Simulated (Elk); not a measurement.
**Collinear magnetic orders of MnS with Elk**

Aim: find out whether MnS carries moments, and which collinear order costs least.

Method: PBE with U = 4.00 eV on Mn d; all-electron APW+lo, Dirac cores, scalar-relativistic bands, in Elk 11.2.3 (patched build).

This is a report of a sequence of runs, with most program output left out.

The database entry behind the starting cell differs from later determinations by our own check (an axis about 0.2 % short against later determinations), so it need not match the best structure at ambient conditions.

**1. Set-up**

The structure is cubic, space group Fm-3m (No. 225). The conventional cell has a = 5.209 Å, b = 5.209 Å, c = 5.209 Å, α = 90.00°, β = 90.00°, γ = 90.00°. Nearest to Mn lie 6 S at 2.60 Å. Nearest to S lie 6 Mn at 2.60 Å. Farther neighbours and most contacts between anions are not listed.

**2. Run 1 (ferro +)**

The parallel start comes first: it fits the smallest cell, keeps the most symmetry and shows whether parallel moments form. A Hubbard U of customary size acts on the open shell; it was not fitted to this crystal.

Moments are seeded by fields in the spheres (the last three columns under atoms), set against the wanted direction and reduced each loop.

Contents of elk.in:

```
tasks
  0
  33
  73

xctype
  20

rgkmax
  7.0

nempty
  12

swidth
  0.001837

reducebf
  0.6

epsengy
  1e-05

maxscl
  100

lmaxi
  3

lmaxo
  10

lmaxapw
  10

spinpol
  .true.

sppath
  './'

avec
  0.00000000000 4.92179169159 4.92179169159
  4.92179169159 0.00000000000 4.92179169159
  4.92179169159 4.92179169159 0.00000000000

atoms
  2
  'Mn.in'
  1
  0.0000000000 0.0000000000 0.0000000000   0.000000 0.000000 -0.450000
  'S.in'
  1
  0.5000000000 0.5000000000 0.5000000000   0.000000 0.000000 0.000000

ngridk
  8 8 8

dft+u
  1 1
  1 2 0.146997 0.000000

plot3d
  0 0 0
  1 0 0
  0 1 0
  0 0 1
  19 19 19
```

Run with:

```sh
$ OMP_NUM_THREADS=4 elk
```

Run time: 86 s. Hardware: 4 threads of Arm Neoverse V1, shared host; peak memory 0.28 GiB.

Numbers from this step:

```yaml
density_of_states_at_the_fermi_level: 0.001556 states/eV/cell
moment_between_the_spheres: 0.2817 μB
magnetization: 5.000 μB
final_state: ferromagnetic
largest_moment: 4.613 μB
```

After 21 cycles the largest moment stands at 4.61 μB.

**3. Start 2: antiferro q=(0,1/2,1/2) +-**

Reversing part of the moments tests the sign of the couplings between them.

This order needs a doubled cell of 4 atoms. Its mesh is chosen so that both cells sample the same points.

Contents of elk.in:

```
tasks
  0

xctype
  20

rgkmax
  7.0

nempty
  12

swidth
  0.001837

reducebf
  0.6

epsengy
  1e-05

maxscl
  100

lmaxi
  3

lmaxo
  10

lmaxapw
  10

spinpol
  .true.

sppath
  './'

avec
  0.00000000000 4.92179169159 4.92179169159
  9.84358338318 0.00000000000 9.84358338318
  9.84358338318 4.92179169159 4.92179169159

atoms
  2
  'Mn.in'
  2
  0.0000000000 0.0000000000 0.0000000000   0.000000 0.000000 -0.450000
  0.0000000000 0.5000000000 0.0000000000   0.000000 0.000000 0.450000
  'S.in'
  2
  0.5000000000 0.0000000000 0.5000000000   0.000000 0.000000 0.000000
  0.5000000000 0.5000000000 0.5000000000   0.000000 0.000000 0.000000

ngridk
  8 4 8

dft+u
  1 1
  1 2 0.146997 0.000000
```

Run with:

```sh
$ OMP_NUM_THREADS=4 elk
```

It took 8.5 min on 4 threads; peak memory 0.57 GiB.

Spin moment in the muffin-tin sphere by atom:

```tsv
atom	spin moment in the muffin-tin sphere (μB)
Mn1	4.59
Mn2	-4.59
S3	-0.03
S4	0.03
```

Numbers from this step:

- density of states at the Fermi level: 3.91e-5 states/eV/cell
- moment between the spheres: 0 μB
- magnetization: 0 μB
- final state: antiferromagnetic

It lies 21.7 meV a seeded atom under the first start, and its largest moment is 4.59 μB against 4.61 μB.

**4. Run 3 (antiferro q=(0,0,1/2) +-)**

This order needs a doubled cell of 4 atoms. Its mesh is chosen so that both cells sample the same points.

Contents of elk.in:

```
tasks
  0

xctype
  20

rgkmax
  7.0

nempty
  12

swidth
  0.001837

reducebf
  0.6

epsengy
  1e-05

maxscl
  100

lmaxi
  3

lmaxo
  10

lmaxapw
  10

spinpol
  .true.

sppath
  './'

avec
  0.00000000000 4.92179169159 4.92179169159
  4.92179169159 0.00000000000 4.92179169159
  9.84358338318 9.84358338318 0.00000000000

atoms
  2
  'Mn.in'
  2
  0.0000000000 0.0000000000 0.0000000000   0.000000 0.000000 -0.450000
  0.0000000000 0.0000000000 0.5000000000   0.000000 0.000000 0.450000
  'S.in'
  2
  0.5000000000 0.5000000000 0.2500000000   0.000000 0.000000 0.000000
  0.5000000000 0.5000000000 0.7500000000   0.000000 0.000000 0.000000

ngridk
  8 8 4

dft+u
  1 1
  1 2 0.146997 0.000000
```

Run with:

```sh
$ OMP_NUM_THREADS=4 elk
```

Run time: 7.9 min. Hardware: 4 threads; peak memory 0.55 GiB; 30 min of CPU time.

Spin moment in the muffin-tin sphere by atom:

```tsv
atom	spin moment in the muffin-tin sphere (μB)
Mn1	4.52
Mn2	-4.52
S3	0.00
S4	0.00
```

This step gave:

* density of states at the Fermi level: 2.00e-9 states/eV/cell
* moment between the spheres: 0 μB
* magnetization: 0 μB
* final state: antiferromagnetic

It lies 55.1 meV a seeded atom under the first start, and its largest moment is 4.52 μB against 4.61 μB.

**5. Order 4, typed as no spin polarisation**

This run holds no moments, which gives a state to set the others against.

Contents of elk.in:

```
tasks
  0

xctype
  20

rgkmax
  7.0

nempty
  12

swidth
  0.001837

epsengy
  1e-05

maxscl
  100

lmaxi
  3

lmaxo
  10

lmaxapw
  10

sppath
  './'

avec
  0.00000000000 4.92179169159 4.92179169159
  4.92179169159 0.00000000000 4.92179169159
  4.92179169159 4.92179169159 0.00000000000

atoms
  2
  'Mn.in'
  1
  0.0000000000 0.0000000000 0.0000000000   0.000000 0.000000 0.000000
  'S.in'
  1
  0.5000000000 0.5000000000 0.5000000000   0.000000 0.000000 0.000000

ngridk
  8 8 8

dft+u
  1 1
  1 2 0.146997 0.000000
```

Run with:

```sh
$ OMP_NUM_THREADS=4 elk
```

The job ended after 24 s (4 threads; peak memory 0.27 GiB; 80 s of CPU time).

Read from the output:

* density of states at the Fermi level: 9.500 states/eV/cell
* final state: non-magnetic (no spin polarisation)

It lies 4603 meV a seeded atom over the first start.

**6. Ranking**

These are free energies at a smearing of 0.05 eV, so its entropy term is in the differences. They are divided by the number of seeded atoms, so that cells of unlike size compare. Wavevectors q in the names are fractions of the reciprocal vectors of the first run's cell.

Orders:

```tsv
start	final state	typed order kept	energy over the lowest (meV a seeded atom)	largest sphere moment (μB)	net moment (μB a primitive cell)	DOS at the Fermi level (states/eV a primitive cell)	mesh matched	CPU time (s)
ferro +	ferromagnetic	yes	55.07	4.613	5	0.001556	yes	311.1
antiferro q=(0,1/2,1/2) +-	antiferromagnetic	yes	33.37	4.586	0	0	yes	1912
antiferro q=(0,0,1/2) +-	antiferromagnetic	yes	0	4.523	0	0	yes	1772
no spin polarisation	non-magnetic	-	4658	0	0	9.5	yes	79.63
```

**7. What came out**

| Quantity | Value |
| --- | --- |
| lowest state found | antiferromagnetic (typed antiferro q=(0,0,1/2) +-) |
| largest site moment | 4.52 μB |
| next state | antiferromagnetic, 33.4 meV a seeded atom higher |
| run without spin seeds, over the lowest | 4658 meV a seeded atom |

The lowest state found is antiferromagnetic, reached from the start antiferro q=(0,0,1/2) +-, with moments up to 4.52 μB. The next state costs 33 meV a seeded atom. Under a U a spinless open shell is left with part-filled orbitals, which the U penalises, so its energy is no clean measure of what the moments gain. This is the lowest of 4 finished starts, no proof of the ground state.

[Logs and program files are shortened in this print: banners, set-up blocks, solver, clock and traceback lines can be left out without a mark of their own.]

[Logs are printed without paths, hosts, clocks, repeated set-up lines and the standing remarks that a program may print on its own settings, such as how far it seeks lower states.]

[Hosts, paths, dates, database ids (printed as entryN), source tags and the programs' standing remarks are cut or masked in the printed files.]

[Where a cell is said to come from a database of computed structures, the database is the Materials Project.]
